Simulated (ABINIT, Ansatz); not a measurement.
## Ca2H3Br (P-3m1): one start, several treatments of the self-energy

Aim: compare treatments of exchange, screening and correlation for the gap of Ca2H3Br (P-3m1).

Main program and level: ABINIT 10.8.3; LDA and many-body steps on it, plane waves.

This is a report of a sequence of runs, with most program output left out.

## Step 1: Starting point

It takes space group P-3m1 (No. 164, trigonal). Conventional cell: a = 3.903 Å, b = 3.903 Å, c = 6.854 Å, α = 90.00°, β = 90.00°, γ = 120.00°. Nearest to Ca lie 7 H at 2.27 to 2.59 Å and 3 Br at 3.12 Å. Nearest to H lie 4 Ca at 2.27 to 2.30 Å. Nearest to H lie 6 H at 2.48 Å and 6 Ca at 2.59 Å. Nearest to Br lie 6 Ca at 3.12 Å. Farther neighbours and most contacts between anions are not listed.

The cell and positions are those that the Materials Project relaxed with its own functionals (PBE, PBE+U or r2SCAN), kept fixed.

## Step 2: Empty states on the mesh, 3×3×2 mesh, 177 bands

This step: ABINIT 10.8.3; DFT, LDA, plane waves, norm-conserving pseudopotentials.

The sums over transitions need many empty states on a uniform mesh; this step solves for them.

run.abi

```
acell 3*1.0 Angstrom
rprim 
  3.902939985722 0.000000000020 0.000000000000
  -1.951469992878 3.380045177071 0.000000000000
  0.000000000000 0.000000000000 6.853533590000
ntypat 3
znucl 20 1 35
natom 6
typat 1 1 2 2 2 3
xred 
  0.666666666667 0.333333333333 0.185756080000
  0.333333333333 0.666666666667 0.814243920000
  0.666666666667 0.333333333333 0.850475830000
  0.333333333333 0.666666666667 0.149524170000
  0.000000000000 0.000000000000 0.000000000000
  0.000000000000 0.000000000000 0.500000000000
pp_dirpath "pseudos"
pseudos "Ca.upf, H.upf, Br.upf"
ecut 31
ngkpt 3 3 2
nshiftk 1
shiftk 0 0 0
kptopt 1
chksymbreak 0
iscf -2
irdden 1
istwfk *1
nband 177
nbdbuf 16
tolwfr 1e-09
nstep 60
prtvol 0
indata_prefix "in"
outdata_prefix "out"
tmpdata_prefix "tmp"
```

Command:

```sh
OMP_NUM_THREADS=1 mpirun -n 4 abinit run.abi > log
```

The job ended after 59 s (4 MPI ranks of Arm Neoverse V2, shared host; peak memory 0.38 GiB).

Numbers from this step:

- gap: 1.394 eV
- k of the valence top: 0, 0, 0.5
- k of the conduction bottom: 0.3333, 0, 0.5
- least direct gap: 1.517 eV
- k points computed: 6
- lowest point of the top converged band, above the valence top: 68.4883 eV

On this mesh the gap is 1.394 eV.

The density comes from a self-consistent run that is not shown.

## Step 3: Screening, 3×3×2 mesh, 74 bands, screening to 114.3 eV

The RPA dielectric matrix is built and inverted for each q.

This step: RPA screening on LDA, plane waves, norm-conserving pseudopotentials.

run.abi, as its differences from that of step 2:

```diff
@@ -24,10 +24,11 @@
 chksymbreak 0
-iscf -2
-irdden 1
 istwfk *1
-nband 177
-nbdbuf 16
-tolwfr 1e-09
-nstep 60
-prtvol 0
+occopt 1
+irdwfk 1
+optdriver 3
+nband 74
+ecuteps 4.2
+inclvkb 2
+awtr 1
+symchi 1
 indata_prefix "in"
```

Wall time 12 s (4 MPI ranks); peak memory 0.74 GiB.

Numbers from this step:

```
ε∞ with local fields, on this mesh, along the program's q direction : 7.961
the same without local fields                                       : 8.789
plasma frequency                                                    : 21.39 eV
plane waves in the screening matrix                                 : 245
```

Local fields lower ε∞ by 9 %. On a Γ-centred mesh this coarse the value itself is usually too large, while a short band sum pulls it down.

## Step 4: G0W0, Godby-Needs plasmon pole

The self-energy is evaluated for the states that the input lists, and the levels follow from it, in one-shot runs by the linearised quasiparticle equation.

This step: G0W0 on LDA, plane waves, norm-conserving pseudopotentials.

run.abi, as its differences from that of step 3:

```diff
@@ -27,8 +27,19 @@
 irdwfk 1
-optdriver 3
+optdriver 4
 nband 74
+gwcalctyp 0
+ecutsigx 31
+symsigma 1
+nkptgw 3
+kptgw 
+  0.0000000000 0.0000000000 0.5000000000
+  0.3333333333 0.0000000000 0.5000000000
+  0.0000000000 0.0000000000 0.0000000000
+bdgw 
+  13 18
+  14 17
+  14 17
 ecuteps 4.2
-inclvkb 2
-awtr 1
-symchi 1
+irdscr 1
+ppmodel 1
 indata_prefix "in"
```

The job ended after 7.8 s (4 MPI ranks; peak memory 0.62 GiB).

Numbers from this step:

```
G0W0 gap on the points computed              : 3.09 eV
starting gap on the mesh                     : 1.394 eV
k of the valence top                         : 0, 0, 0.5
k of the conduction bottom                   : 0, 0, 0.5
Z at the valence top                         : 0.787
Z at the conduction bottom                   : 0.822
least direct G0W0 gap on the computed points : 3.09 eV
```

The gap on the mesh goes from 1.39 eV to 3.09 eV, a correction of +1.70 eV.

## Step 5: G0W0, von der Linden-Horsch plasmon pole

run.abi, as its differences from that of step 4:

```diff
@@ -43,3 +43,3 @@
 irdscr 1
-ppmodel 1
+ppmodel 3
 indata_prefix "in"
```

Run time: 4.8 s. Hardware: 4 MPI ranks; peak memory 0.67 GiB.

This step gave:

```yaml
g0w0_gap_on_the_points_computed: 3.21 eV
starting_gap_on_the_mesh: 1.394 eV
k_of_the_valence_top: 0, 0, 0.5
k_of_the_conduction_bottom: 0, 0, 0.5
z_at_the_valence_top: 0.847
z_at_the_conduction_bottom: 0.869
least_direct_g0w0_gap_on_the_computed_points: 3.21 eV
```

Against G0W0 in ABINIT (3×3×2 mesh, 74 bands, screening to 114.3 eV, Godby-Needs plasmon pole), the gap moves by +0.120 eV.

## Step 6: G0W0, Hybertsen-Louie plasmon pole

run.abi, as its differences from that of step 5:

```diff
@@ -43,3 +43,3 @@
 irdscr 1
-ppmodel 3
+ppmodel 2
 indata_prefix "in"
```

It took 7.6 s on 4 MPI ranks; peak memory 0.6 GiB.

Numbers from this step:

- G0W0 gap on the points computed: 3.088 eV
- starting gap on the mesh: 1.394 eV
- k of the valence top: 0, 0, 0.5
- k of the conduction bottom: 0, 0, 0.5
- least direct G0W0 gap on the computed points: 3.088 eV

Against G0W0 in ABINIT (3×3×2 mesh, 74 bands, screening to 114.3 eV, Godby-Needs plasmon pole), the gap moves by −0.002 eV.

## Step 7: One-shot Hartree-Fock

This step: one-shot Hartree-Fock on LDA, plane waves, norm-conserving pseudopotentials.

run.abi, as its differences from that of step 6:

```diff
@@ -28,4 +28,4 @@
 optdriver 4
-nband 74
-gwcalctyp 0
+nband 19
+gwcalctyp 5
 ecutsigx 31
@@ -41,5 +41,4 @@
   14 17
-ecuteps 4.2
-irdscr 1
-ppmodel 2
+ixc_sigma 40
+fftgw 31
 indata_prefix "in"
```

The job ended after 2.7 s (4 MPI ranks; peak memory 0.15 GiB).

This step gave:

```
quasiparticle gap on the points computed              : 8.759 eV
starting gap on the mesh                              : 1.394 eV
k of the valence top                                  : 0, 0, 0.5
k of the conduction bottom                            : 0, 0, 0.5
least direct quasiparticle gap on the computed points : 8.759 eV
```

Against G0W0 in ABINIT (3×3×2 mesh, 74 bands, screening to 114.3 eV, Godby-Needs plasmon pole), the gap moves by +5.669 eV.

## Step 8: Screening, 3×3×2 mesh, 74 bands, screening to 114.3 eV

This step: RPA screening on LDA, plane waves, norm-conserving pseudopotentials.

run.abi, as its differences from that of step 7:

```diff
@@ -27,18 +27,14 @@
 irdwfk 1
-optdriver 4
-nband 19
-gwcalctyp 5
-ecutsigx 31
-symsigma 1
-nkptgw 3
-kptgw 
-  0.0000000000 0.0000000000 0.5000000000
-  0.3333333333 0.0000000000 0.5000000000
-  0.0000000000 0.0000000000 0.0000000000
-bdgw 
-  13 18
-  14 17
-  14 17
-ixc_sigma 40
-fftgw 31
+optdriver 3
+nband 74
+ecuteps 4.2
+inclvkb 2
+awtr 1
+symchi 1
+gwcalctyp 2
+nfreqre 16
+freqremax 40 eV
+nfreqim 8
+spmeth 1
+nomegasf 120
 indata_prefix "in"
```

Elapsed: 16 s, on 4 MPI ranks; peak memory 1.1 GiB.

Numbers from this step:

```
ε∞ with local fields, on this mesh, along the program's q direction : 8.162
the same without local fields                                       : 9.010
plasma frequency                                                    : 21.39 eV
plane waves in the screening matrix                                 : 245
```

## Step 9: G0W0, contour deformation

This step: G0W0 on LDA, plane waves, norm-conserving pseudopotentials.

run.abi, as its differences from that of step 8:

```diff
@@ -27,14 +27,18 @@
 irdwfk 1
-optdriver 3
+optdriver 4
 nband 74
+gwcalctyp 2
+ecutsigx 31
+symsigma 1
+nkptgw 3
+kptgw 
+  0.0000000000 0.0000000000 0.5000000000
+  0.3333333333 0.0000000000 0.5000000000
+  0.0000000000 0.0000000000 0.0000000000
+bdgw 
+  13 18
+  14 17
+  14 17
 ecuteps 4.2
-inclvkb 2
-awtr 1
-symchi 1
-gwcalctyp 2
-nfreqre 16
-freqremax 40 eV
-nfreqim 8
-spmeth 1
-nomegasf 120
+irdscr 1
 indata_prefix "in"
```

Run time: 6 s. Hardware: 4 MPI ranks; peak memory 0.74 GiB.

This step gave:

```
G0W0 gap on the points computed              : 2.989 eV
starting gap on the mesh                     : 1.394 eV
k of the valence top                         : 0, 0, 0.5
k of the conduction bottom                   : 0, 0, 0.5
least direct G0W0 gap on the computed points : 2.989 eV
```

Against G0W0 in ABINIT (3×3×2 mesh, 74 bands, screening to 114.3 eV, Godby-Needs plasmon pole), the gap moves by −0.101 eV.

## Step 10: The runs together

Times are wall times on 4 MPI ranks of Arm Neoverse V2, shared host, good to a factor of about two. A run's time includes the screening step that it read.

| run | mesh | bands | screening cutoff (eV) | DFT gap (eV) | gap on the mesh (eV) | direct (eV) | ε∞ used | time |
| --- | --- | --- | --- | --- | --- | --- | --- | --- |
| G0W0, Godby-Needs plasmon pole | 3×3×2 | 74 | 114.3 | 1.394 | 3.090 | 3.090 | 7.96 | 19 s |
| G0W0, von der Linden-Horsch plasmon pole | 3×3×2 | 74 | 114.3 | 1.394 | 3.210 | 3.210 | 7.96 | 16 s |
| G0W0, Hybertsen-Louie plasmon pole | 3×3×2 | 74 | 114.3 | 1.394 | 3.088 | 3.088 | 7.96 | 19 s |
| one-shot Hartree-Fock | 3×3×2 | - | - | 1.394 | 8.759 | 8.759 | - | 2.7 s |
| G0W0, contour deformation | 3×3×2 | 74 | 114.3 | 1.394 | 2.989 | 2.989 | 8.16 | 22 s |

## Step 11: Outcome

| Quantity | Value |
| --- | --- |
| G0W0, Godby-Needs plasmon pole | 3.090 eV |
| G0W0, von der Linden-Horsch plasmon pole | 3.210 eV |
| G0W0, Hybertsen-Louie plasmon pole | 3.088 eV |
| one-shot Hartree-Fock | 8.759 eV |
| G0W0, contour deformation | 2.989 eV |
| known limits | not at the basis limit; no spin-orbit coupling; coarse k mesh |

In words: G0W0, von der Linden-Horsch plasmon pole: +0.120 eV against G0W0, Godby-Needs plasmon pole. G0W0, Hybertsen-Louie plasmon pole: −0.002 eV against G0W0, Godby-Needs plasmon pole. One-shot Hartree-Fock: +5.669 eV against G0W0, Godby-Needs plasmon pole. G0W0, contour deformation: −0.101 eV against G0W0, Godby-Needs plasmon pole. Bare exchange alone opens the gap to 8.76 eV; against G0W0, correlation takes back 5.67 eV. Bands and cutoff are finite, so the gap is not at the basis limit. The miss can reach some tenths of an eV and take either sign; the mesh is an error of its own. In the G0W0 runs levels were corrected at 3 k points alone, so a gap called «on the mesh» is the least over those, and an edge elsewhere would be missed. A denser mesh or path gives a starting gap of 1.23 eV: the GW mesh misses a band edge, so its gaps are not the fundamental one. The 3×3×2 mesh is coarse for this cell, which bears on the long-range parts of exchange and screening. The many-body steps are scalar-relativistic: spin-orbit coupling is not in them.

[Paths, hosts, dates, memory and timing lines, banners, echoed tables and standing remarks are left out of the program output.]

[Logs are printed without paths, hosts, clocks, repeated set-up lines and the standing remarks that a program may print on its own settings, such as how far it seeks lower states.]

[Runs of the session that timed out or met a known fault of the program may be left out.]

[Hosts, paths, dates, database ids (printed as entryN), source tags and the programs' standing remarks are cut or masked in the printed files.]

[G0W0 gaps are taken among the corrected bands and points alone; a level outside them can change the order at an edge.]

[Where Ansatz stands beside ABINIT at settings called matched, ABINIT's density can come from a denser mesh and the files from another edition; pairs whose starting gaps differed by over 0.03 eV were left out, so agreement reads better than it is.]
